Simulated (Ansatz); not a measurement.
# NaCl (Fm-3m): phonons against volume, part 2 of 4

Which modes of NaCl drive its thermal expansion?

Measurements to reproduce:
- volume expansion coefficient 121.2 1e-6/K near room temperature (given in “Descriptors for thermal expansion in solids”, 2017, arXiv:1701.03966)
- volume expansion coefficient 119.1 1e-6/K and heat capacity C_P per formula unit 50.54 J/mol/K near room temperature (given in “High-Throughput Prediction of Finite-Temperature Properties using the Quasi-Harmonic Approximation”, 2016, arXiv:1603.06924)

Ansatz 0.2.0; DFT PBEsol, scalar-relativistic, plane waves, PAW.

So far. Step 2 (A first coarse run): The start is under -0.24 GPa at this level and looks like an insulator or semiconductor on this mesh. Step 4 (Tight relaxation): The residual pressure is 0.0021 GPa, small enough for phonons.

The database entry behind the starting cell differs from later determinations by our own check (an axis about 0.4 % short against later determinations), so it need not match the best structure at ambient conditions.

### 5. Lattice dynamics at this volume, V/V0 1

Phonons at this volume give one point of F(V, T); meshes stay fixed along the series.

Contents of input.yaml:

```yaml
crystal:
  lattice:
    - [0.0, 2.8009522132, 2.8009522132]
    - [2.8009522132, 0.0, 2.8009522132]
    - [2.8009522132, 2.8009522132, 0.0]
  atoms:
    - { symbol: Na, position: [0.0, 0.0, 0.0] }
    - { symbol: Cl, position: [0.5, 0.5, 0.5] }
kpoints:
  mp_grid: { grid: [8, 8, 8] }
hamiltonian:
  xc: pbesol
scf:
  occupations: { method: fixed }
output:
  eigenvalues: true
phonons:
  method: dfpt
  dielectric: true
  rigid_motions: translations
  qmesh: [4, 4, 4]
  temperatures: { t_max: 1000, t_step: 50 }
  qpath:
    path:
      - [[0.0, 0.0, 0.0], [0.5, 0.0, 0.5], [0.625, 0.25, 0.625]]
      - [[0.375, 0.375, 0.75], [0.0, 0.0, 0.0], [0.5, 0.5, 0.5], [0.5, 0.25, 0.75], [0.5, 0.0, 0.5]]
    npoints: 10
```

The run is started by

```
> ansatz run input.yaml --threads 4 --pin off --max-ram 16384MiB --backend cpu --events-out ev --progress --plain --runs-dir out
```

Numbers of over 12 decimals in the logs are rounded to 6 here.

The log of the run:

```text
[...]
Crystal: 2 atoms, lattice volume = 43.949 Å³
Basis set: ecut = 420 eV, 869 PW (Γ), exchange–correlation on 54×54×54 points (8 copies of the dense FFT grid, shifted against one another)
Bands: 12, of which v1, the nominal top of the filled ones, is band 8 counted from 1 (7 counted from 0)
Symmetry: 48 space group operations
k-points: 59 of 512 (irreducible under 8 space group operations, time reversal used)
[...]
SCF iter   1: F=—  HF=-2540.289546 eV  |F-HF|=—  |Δ(HF+E_count)|=         —  Δρ=2.85e-3  dr2=3.84e-3  ethr=1.77e-3  ⟨swp⟩=4.9  Hψ=3591  notcnv=0  defer=97
[...]
SCF iter   8: F=-2540.286662 eV  HF=-2540.286662 eV  |F-HF|=5.14e-11  |Δ(HF+E_count)|=   1.25e-9  Δρ=3.20e-7  dr2=8.00e-11  ethr=1.00e-12  ⟨swp⟩=6.0  Hψ=4273  notcnv=0
SCF 1 converged in 8 iterations: F = -2540.286662 eV  dr2 = 8.00e-11
[...]
DFPT response loops at Γ: preconditioner auto → none (the input reference at scf.mixing.eps_inf says where Resta's filter doesn't serve); β = 0.50; Broyden in place of MSR1
NSCF: frozen V_eff on 29 k-points
[...]
SCF converged after 8 iterations
Free energy (F): -2540.286662 eV
[...]
Internal energy: -2540.286662 eV  (E = F + TS)
E sigma→0 (E₀):  -2540.286662 eV
Fermi energy:    1.203684 eV
[...]
--- Band table (eV; the first three rows and the last of 59) ---
  k-point 0: bands = [... 4 lower, -11.4844, 1.2037, 1.2037, 1.2037, 6.2145, 12.1179, 12.1179, 12.1179]
  k-point 1: bands = [... 4 lower, -11.4339, 0.8111, 1.1603, 1.1603, 6.7265, 11.5803, 12.3141, 12.3141]
  k-point 2: bands = [... 4 lower, -11.3081, 0.0430, 1.0589, 1.0589, 7.7007, 11.0614, 12.4223, 12.4223]
  k-point 58: bands = [... 4 lower, -11.0520, -0.0551, -0.0551, 0.4078, 9.9994, 10.7474, 10.7474, 12.4771]
--- Phonons (Γ-DFPT): 2 representative perturbations + reference, on 59 of 512 k-points (Σ response iterations 6) ---
  k mesh reduced under 8 symmetry operations, with k and −k counted as one. Each operation leaves every solved perturbation unchanged. A smaller set is not considered because the run solves the response to a homogeneous field
  ASR residual: 3.615e-4 → 0.000e0 eV/Å²; symmetrization residual: 3.732e-6 eV/Å²
  ASR residual per site (eV/Å²): 1.70e-5 3.62e-4
  Γ frequencies (cm⁻¹): 0.00 0.00 0.00 166.38 166.38 166.38
  ε∞ (high-frequency dielectric tensor):
        2.566228    -0.000000    -0.000000
        0.000000     2.566228    -0.000000
        0.000000     0.000000     2.566228
  ε⁰ (static dielectric tensor: ions relaxed, cell fixed):
        6.023194     0.000000    -0.000000
        0.000000     6.023194    -0.000000
       -0.000000     0.000000     6.023194
  ε⁰ − ε∞ (ionic part):
        3.456965     0.000000    -0.000000
        0.000000     3.456965     0.000000
       -0.000000     0.000000     3.456965
  softest optical mode at Γ: 166.38 cm⁻¹; the repairs (sum rule, projections) moved no ω² at Γ by more than (1.74 cm⁻¹)²
  Born effective charges Z* (e; rows j = field, columns β = displacement):
    site 0:
         1.09180    0.00000   -0.00000
        -0.00000    1.09180   -0.00000
        -0.00000   -0.00000    1.09180
    site 1:
        -1.09180   -0.00000    0.00000
         0.00000   -1.09180    0.00000
         0.00000    0.00000   -1.09180
  Z* charge neutrality: 1.881e-5 e pre-enforcement
  k-mesh period / interband length: 31.7 Å / 1.31 Å = 24.15 at k = (0.0000, 0.0000, 0.0000), direct gap 5.011 eV — 14 or more, which is no proof of convergence
  optical modes at Γ without the LO–TO term, one row a degenerate level:
      ω (cm⁻¹)  modes    IR ((D/Å)²/amu)
        166.38      3             5.9160
  optical modes at Γ + LO–TO along q̂ = [1.0000, 0.0000, 0.0000]:
      ω (cm⁻¹)  modes    IR ((D/Å)²/amu)
        166.38      2             3.9440
        254.90      1             1.9720
  optical modes at Γ + LO–TO along q̂ = [0.0000, 1.0000, 0.0000]:
      ω (cm⁻¹)  modes    IR ((D/Å)²/amu)
        166.38      2             3.9440
        254.90      1             1.9720
  optical modes at Γ + LO–TO along q̂ = [0.0000, 0.0000, 1.0000]:
      ω (cm⁻¹)  modes    IR ((D/Å)²/amu)
        166.38      2             3.9440
        254.90      1             1.9720
--- Phonons (arbitrary-q DFPT): 8 irreducible q on the 4×4×4 mesh ---
  q = [0.0000, 0.0000, 0.0000] (star 1, of the zone-centre solve; hermiticity 5.26e-6, symmetrization 1.37e-13): -0.00 0.00 0.00 166.38 166.38 166.38
  q = [0.0000, 0.0000, 0.2500] (star 8, 2 solved perturbations on 288 of 512 k-point pairs; hermiticity 4.45e-6, symmetrization 2.00e-12): 70.71 70.71 106.99 157.60 157.60 242.84
[...]
q = [0.0000, 0.2500, 0.2500] (star 6, 4 solved perturbations in 528 linear systems a pass and spin channel, the states on 164 of 512 k-point pairs; hermiticity 1.66e-6, symmetrization 4.10e-13): 59.99 59.99 132.20 170.61 170.61 204.45
[...]
sum rule: each row above includes the acoustic sum rule's correction from the zone centre's row sums; it moved no ω² by more than (1.67 cm⁻¹)²
  mesh force constants: q→R imaginary residual 3.81e-18; ASR residual 3.615e-4 → 0.000e0 eV/Å²; symmetrization residual 1.332e-15 eV/Å²
  interpolated dispersion: 63 rows × 6 modes
  density of states and harmonic sums: on the 20×20×20 q-mesh, interpolated from the force constants of a 4×4×4 supercell (with the dipole–dipole term)
  largest difference from the sums on the solved wave vectors: F 1.24e-2 eV, S 1.64e-5 and C_V 4.00e-6 eV/K
  zero-point energy: 0.052933 eV/cell   skipped modes (ω ≤ 0): 3   left out of the sums: 6.25e-5 of the cell's modes: C_V's classical limit lies that fraction below 3 k_B per atom; for a crystal, a wire or a layer, F and S can be off by more, and a phonons.interpolated_qmesh denser along its periods is the remedy for the sampling
```

The job ended after 70 s (4 threads of Arm Neoverse V1, shared host; peak memory 0.82 GiB).

Numbers from this step:

```yaml
gamma_frequencies: 0, 0, 0, 166.4, 166.4, 166.4 cm⁻¹ (negative: imaginary)
lowest_frequency_on_the_path: 0 cm⁻¹
zero_point_energy: 0.05293 eV/cell
point_group: m-3m
highest_frequency: 254.9 cm⁻¹
debye_temperature_from_the_second_moment: 276 K
```

LO-TO term included. The phonon branches at the labelled points (cm⁻¹):

| point | branch 1 | branch 2 | branch 3 | branch 4 | branch 5 | branch 6 |
| --- | --- | --- | --- | --- | --- | --- |
| Γ | 0 | 0 | 0 | 166 | 166 | 255 |
| halfway | 60 | 60 | 132 | 171 | 171 | 204 |
| X | 81 | 81 | 136 | 175 | 175 | 186 |
| halfway | 86 | 97 | 133 | 172 | 176 | 185 |
| U | 98 | 126 | 129 | 162 | 178 | 182 |
| jump to K | 98 | 126 | 129 | 162 | 178 | 182 |
| halfway | 72 | 93 | 125 | 145 | 173 | 225 |
| Γ | 0 | 0 | 0 | 166 | 166 | 255 |
| halfway | 71 | 71 | 107 | 158 | 158 | 243 |
| L | 115 | 115 | 137 | 137 | 171 | 216 |
| halfway | 111 | 118 | 141 | 153 | 174 | 191 |
| W | 114 | 114 | 135 | 155 | 180 | 180 |
| halfway | 93 | 106 | 131 | 169 | 176 | 184 |
| X | 81 | 81 | 136 | 175 | 175 | 186 |

The phonon branches as a text plot (rows in cm⁻¹):

```
    250 |***                      **********
    239 |   *                    *          **
    228 |                       *             **
    218 |    **                                 ***
    207 |      *               *                   **
    196 |                    **                      *
    186 |       *   ******* *                         **   ******
    175 |    ***********************             ****************
    165 |****    *      ***         ********    *           **
    154 |       * **       ****  ***        ****      ******
    143 |           *      **  **             ***  ******
    133 |      *     ******  **                  **      *** ****
    122 |                ***    *            *      ****   **
    112 |    **         *   ****            *   ************ *
    101 |              *  ** **  *             *            ***
     90 |   *          ***     **          *  *               **
     80 |         *****          ***         *                 **
     69 |       **              *         * *
     58 |  *   *                 ****      *
     48 |    **                   **     **
     37 |   *                       *
     27 | **                        **  **
     16 | *                          *  *
      5 |*                            **
         Γ           X  U|K            Γ         L        W     X
```

The phonon density of states has structure finer than the step of the table below, so its rows give means over 10 cm⁻¹, whole bins alone (the curve runs from 1 to 255 cm⁻¹). Peaks (cm⁻¹: height): 109.0: 0.0533, 117.0: 0.0598, 137.0: 0.0874, 171.0: 0.0953, 177.0: 0.0863.

Tetrahedra on 20 20 20, mean over bins of 2 cm⁻¹. Phonon density of states against wavenumber; means over each step:

wavenumber (cm⁻¹), phonon density of states (1/cm⁻¹/cell) and a bar:
```
       10     0.0001 
       20     0.0007 
       30     0.0017 #
       40     0.0032 #
       50     0.0055 ##
       60     0.0088 ###
       70     0.0140 #####
       80     0.0242 #########
       90     0.0321 ############
      100     0.0366 ##############
      110     0.0417 ################
      120     0.0431 #################
      130     0.0306 ############
      140     0.0546 #####################
      150     0.0376 ##############
      160     0.0572 ######################
      170     0.0781 ##############################
      180     0.0631 ########################
      190     0.0158 ######
      200     0.0130 #####
      210     0.0125 #####
      220     0.0102 ####
      230     0.0075 ###
      240     0.0054 ##
      250     0.0027 #
```

Harmonic. Thermo, by row:

| T (K) | F_vib (meV/atom) | S (J/mol-atom/K) | C_V (J/mol-atom/K) |
| --- | --- | --- | --- |
| 0 | 26.47 | 0 | 0 |
| 50 | 25.98 | 3.46 | 8.164 |
| 100 | 21.86 | 12.53 | 17.66 |
| 150 | 13.23 | 20.48 | 21.22 |
| 200 | 0.91 | 26.82 | 22.73 |
| 250 | -14.36 | 31.98 | 23.49 |
| 300 | -32.08 | 36.3 | 23.92 |
| 350 | -51.88 | 40.01 | 24.19 |
| 400 | -73.47 | 43.25 | 24.36 |
| 450 | -96.65 | 46.13 | 24.48 |
| 500 | -121.2 | 48.71 | 24.57 |
| 550 | -147.1 | 51.06 | 24.63 |
| 600 | -174.1 | 53.2 | 24.68 |
| 650 | -202.2 | 55.18 | 24.72 |
| 700 | -231.3 | 57.01 | 24.75 |
| 750 | -261.3 | 58.72 | 24.77 |
| 800 | -292.1 | 60.32 | 24.79 |
| 850 | -323.8 | 61.83 | 24.81 |
| 900 | -356.2 | 63.24 | 24.82 |
| 950 | -389.3 | 64.59 | 24.84 |
| 1000 | -423.1 | 65.86 | 24.85 |

The modes has structure finer than the step of the table below, so its rows give means over 10 cm⁻¹, whole bins alone (the curve runs from -10 to 272 cm⁻¹). Peaks (cm⁻¹: height): Cl 117.6: 0.0355, 137.1: 0.0311, 170.8: 0.0403; Na 137.1: 0.0389, 177.9: 0.0461.

Phonopy on the run's constants, 17x17x17 mesh, Gaussian sigma 2.0 cm⁻¹. Modes against wavenumber; means over each step; values in 1/cm⁻¹/cell:

| wavenumber (cm⁻¹) | Cl | Na |
| --- | --- | --- |
| 0 | 3.7e-5 | 2.4e-5 |
| 10 | 5.5e-5 | 3.6e-5 |
| 20 | 4.4e-4 | 2.8e-4 |
| 30 | 0.00120 | 7.7e-4 |
| 40 | 0.00183 | 0.00116 |
| 50 | 0.00343 | 0.00217 |
| 60 | 0.00543 | 0.00346 |
| 70 | 0.00859 | 0.00561 |
| 80 | 0.0142 | 0.00962 |
| 90 | 0.0197 | 0.0128 |
| 100 | 0.0229 | 0.0133 |
| 110 | 0.0299 | 0.0130 |
| 120 | 0.0285 | 0.0112 |
| 130 | 0.0185 | 0.0157 |
| 140 | 0.0244 | 0.0284 |
| 150 | 0.0181 | 0.0207 |
| 160 | 0.0249 | 0.0318 |
| 170 | 0.0360 | 0.0410 |
| 180 | 0.0253 | 0.0375 |
| 190 | 0.00354 | 0.0132 |
| 200 | 0.00239 | 0.0104 |
| 210 | 0.00249 | 0.00972 |
| 220 | 0.00262 | 0.00765 |
| 230 | 0.00237 | 0.00513 |
| 240 | 0.00193 | 0.00355 |
| 250 | 0.00105 | 0.00174 |
| 260 | 4.7e-5 | 7.6e-5 |

Born charge (rows field, columns displacement) (e), principal values of the symmetric part by kind of site:

| atom | atoms with these values | low | middle | high | mean |
| --- | --- | --- | --- | --- | --- |
| Na1 | 1 | 1.09 | 1.09 | 1.09 | 1.09 |
| Cl2 | 1 | -1.09 | -1.09 | -1.09 | -1.09 |

In full for Na1:

```
1.09 0.00 0.00
0.00 1.09 0.00
0.00 0.00 1.09
```

ε∞:

```
2.57 0.00 0.00
0.00 2.57 0.00
0.00 0.00 2.57
```

No LO-TO term. Modes at Γ, with each element's share of the kinetic energy:

| mode | frequency (cm⁻¹) | symmetry | Na % | Cl % |
| --- | --- | --- | --- | --- |
| 1 | 0.0 | T1u | 39 | 61 |
| 2 | 0.0 | T1u | 39 | 61 |
| 3 | 0.0 | T1u | 39 | 61 |
| 4 | 166.4 | T1u | 61 | 39 |
| 5 | 166.4 | T1u | 61 | 39 |
| 6 | 166.4 | T1u | 61 | 39 |

Displacements in mode 6 (166.4 cm⁻¹), the largest set to 1:
```
Na1  0.00  1.00  0.50
Cl2  0.00 -0.65 -0.33
```

No mode is imaginary beyond numerical noise at the solved wavevectors.

### 6. A cell at another volume, V/V0 1.015

Symmetry fixes every atom, so a single point at the scaled cell gives the energy and pressure of this member.

input.yaml, the sections that differ from step 5:

```yaml
crystal:
  lattice:
    - [0.0, 2.8148875282, 2.8148875282]
    - [2.8148875282, 0.0, 2.8148875282]
    - [2.8148875282, 2.8148875282, 0.0]
  atoms:
    - { symbol: Na, position: [0.0, 0.0, 0.0] }
    - { symbol: Cl, position: [0.5, 0.5, 0.5] }
output:
  forces: true
  stress: true
  eigenvalues: true
# kpoints, hamiltonian, scf: as in step 5
# phonons: removed
```

The log of the run:

```text
[...]
Crystal: 2 atoms, lattice volume = 44.608 Å³
Basis set: ecut = 420 eV, 893 PW (Γ), exchange–correlation on 54×54×54 points (8 copies of the dense FFT grid, shifted against one another)
Bands: 12, of which v1, the nominal top of the filled ones, is band 8 counted from 1 (7 counted from 0)
Symmetry: 48 space group operations
[...]
k-points: 29 of 512
[...]
SCF iter   1: F=—  HF=-2540.288706 eV  |F-HF|=—  |Δ(HF+E_count)|=         —  Δρ=2.82e-3  dr2=3.80e-3  ethr=1.77e-3  ⟨swp⟩=4.9  Hψ=1763  notcnv=0  defer=45
[...]
SCF iter   6: F=-2540.285895 eV  HF=-2540.285895 eV  |F-HF|=4.11e-8  |Δ(HF+E_count)|=   2.63e-7  Δρ=1.00e-5  dr2=8.17e-8  ethr=6.25e-10  ⟨swp⟩=5.0  Hψ=1703  notcnv=0
SCF 1 converged in 6 iterations: F = -2540.285895 eV  dr2 = 8.17e-8
[...]
SCF converged after 6 iterations
Free energy (F): -2540.285895 eV
[...]
Internal energy: -2540.285895 eV  (E = F + TS)
E sigma→0 (E₀):  -2540.285895 eV
Fermi energy:    1.089351 eV
[...]
--- Stress (GPa, compression-positive) ---
       -0.369429      -0.000000       0.000000
        0.000000      -0.369429      -0.000000
       -0.000000      -0.000000      -0.369429
  P = ⅓ Tr σ = -0.3694 GPa (-3.694 kbar)
--- Band table (eV; the first three rows and the last of 29) ---
  k-point 0: bands = [... 4 lower, -11.5640, 1.0894, 1.0894, 1.0894, 6.0447, 11.9914, 11.9914, 11.9914]
  k-point 1: bands = [... 4 lower, -11.5156, 0.7057, 1.0473, 1.0473, 6.5505, 11.4515, 12.1838, 12.1838]
  k-point 2: bands = [... 4 lower, -11.3952, -0.0450, 0.9491, 0.9491, 7.5244, 10.9126, 12.2814, 12.2814]
  k-point 28: bands = [... 4 lower, -11.1495, -0.1389, -0.1389, 0.3137, 9.8270, 10.5962, 10.5962, 12.2908]
```

The job ended after 1.1 s (4 threads; peak memory 0.28 GiB).

Numbers from this step:

- pressure: -0.3694 GPa
- gap on the k-mesh: 4.955 eV
- volume per atom: 22.30 Å³

At this level the gap is 4.96 eV on the k-mesh of the self-consistent run, which can miss the band edges.

### 7. Phonons, V/V0 1.015

Phonons at this volume give one point of F(V, T); meshes stay fixed along the series.

input.yaml, the sections that differ from step 6:

```yaml
output:
  eigenvalues: true
phonons:
  method: dfpt
  dielectric: true
  rigid_motions: translations
  qmesh: [4, 4, 4]
  temperatures: { t_max: 1000, t_step: 50 }
  qpath:
    path:
      - [[0.0, 0.0, 0.0], [0.5, 0.0, 0.5], [0.625, 0.25, 0.625]]
      - [[0.375, 0.375, 0.75], [0.0, 0.0, 0.0], [0.5, 0.5, 0.5], [0.5, 0.25, 0.75], [0.5, 0.0, 0.5]]
    npoints: 10
# crystal, kpoints, hamiltonian, scf: as in step 6
```

The log of the run:

```text
[...]
Crystal: 2 atoms, lattice volume = 44.608 Å³
Basis set: ecut = 420 eV, 893 PW (Γ), exchange–correlation on 54×54×54 points (8 copies of the dense FFT grid, shifted against one another)
Bands: 12, of which v1, the nominal top of the filled ones, is band 8 counted from 1 (7 counted from 0)
Symmetry: 48 space group operations
k-points: 59 of 512 (irreducible under 8 space group operations, time reversal used)
[...]
optical modes at Γ + LO–TO along q̂ = [0.0000, 1.0000, 0.0000]:
      ω (cm⁻¹)  modes    IR ((D/Å)²/amu)
        160.14      2             3.9734
        250.70      1             1.9867
  optical modes at Γ + LO–TO along q̂ = [0.0000, 0.0000, 1.0000]:
      ω (cm⁻¹)  modes    IR ((D/Å)²/amu)
        160.14      2             3.9734
        250.70      1             1.9867
--- Phonons (arbitrary-q DFPT): 8 irreducible q on the 4×4×4 mesh ---
[...]
interpolated dispersion: 63 rows × 6 modes
[...]
[key lines of the parts left out:]
SCF converged after 8 iterations
Free energy (F): -2540.285895 eV
Fermi energy:    1.088992 eV
```

It took 70 s on 4 threads; peak memory 0.83 GiB; 4.5 min of CPU time.

LO-TO term included. The phonon branches at the labelled points (cm⁻¹):

| point | branch 1 | branch 2 | branch 3 | branch 4 | branch 5 | branch 6 |
| --- | --- | --- | --- | --- | --- | --- |
| Γ | 0 | 0 | 0 | 160 | 160 | 251 |
| halfway | 60 | 60 | 127 | 164 | 164 | 202 |
| X | 81 | 81 | 136 | 168 | 168 | 178 |
| halfway | 86 | 96 | 133 | 165 | 170 | 177 |
| U | 96 | 126 | 128 | 156 | 172 | 175 |
| jump to K | 96 | 126 | 128 | 156 | 172 | 175 |
| halfway | 72 | 90 | 121 | 140 | 167 | 222 |
| Γ | 0 | 0 | 0 | 160 | 160 | 251 |
| halfway | 68 | 68 | 105 | 152 | 152 | 239 |
| L | 111 | 111 | 132 | 132 | 168 | 213 |
| halfway | 109 | 116 | 137 | 148 | 169 | 187 |
| W | 115 | 115 | 131 | 151 | 173 | 173 |
| halfway | 93 | 104 | 131 | 163 | 170 | 177 |
| X | 81 | 81 | 136 | 168 | 168 | 178 |

The phonon branches as a text plot (rows in cm⁻¹):

```
    245 |***                      **********
    235 |   *                    *          **
    225 |                       *             **
    214 |    **                                 ***
    204 |      *               *                   **
    193 |                    **                      *
    183 |       *    **     *                         **       **
    172 |         **************                 ****************
    162 |***********   ***      ***********     *           ***
    151 |         **      *****   ***      *** *      ******
    141 |       *   *      **  ***            **    ****
    131 |      *     ******  ***                *****   *********
    120 |                * *    *            *       ****  **
    110 |    **         *   ***             *   ************ *
     99 |              *  ** *** *             *            ***
     89 |             ****     **          *  *               **
     78 |   *    ******          ***         *                 **
     68 |       *               *         * *
     57 |  *   *                 ****      *
     47 |    **                   **     **
     37 |   *                       *
     26 | **                        **  **
     16 | *                          *  *
      5 |*                            **
         Γ           X  U|K            Γ         L        W     X
```

No mode is imaginary beyond numerical noise at the solved wavevectors. The highest zone-centre mode (no LO–TO term) moved by -3.8 % for a volume change of +1.5 %.

(Part 2 of 4 ends here.)

[Logs are printed without paths, hosts, clocks, repeated set-up lines and the standing remarks that a program may print on its own settings, such as how far it seeks lower states.]

[Hosts, paths, dates, database ids (printed as entryN), source tags and the programs' standing remarks are cut or masked in the printed files.]

[A step with changed settings may run another functional than the one named; its input shows which.]

[Of the runs on displaced cells, only some may be shown.]
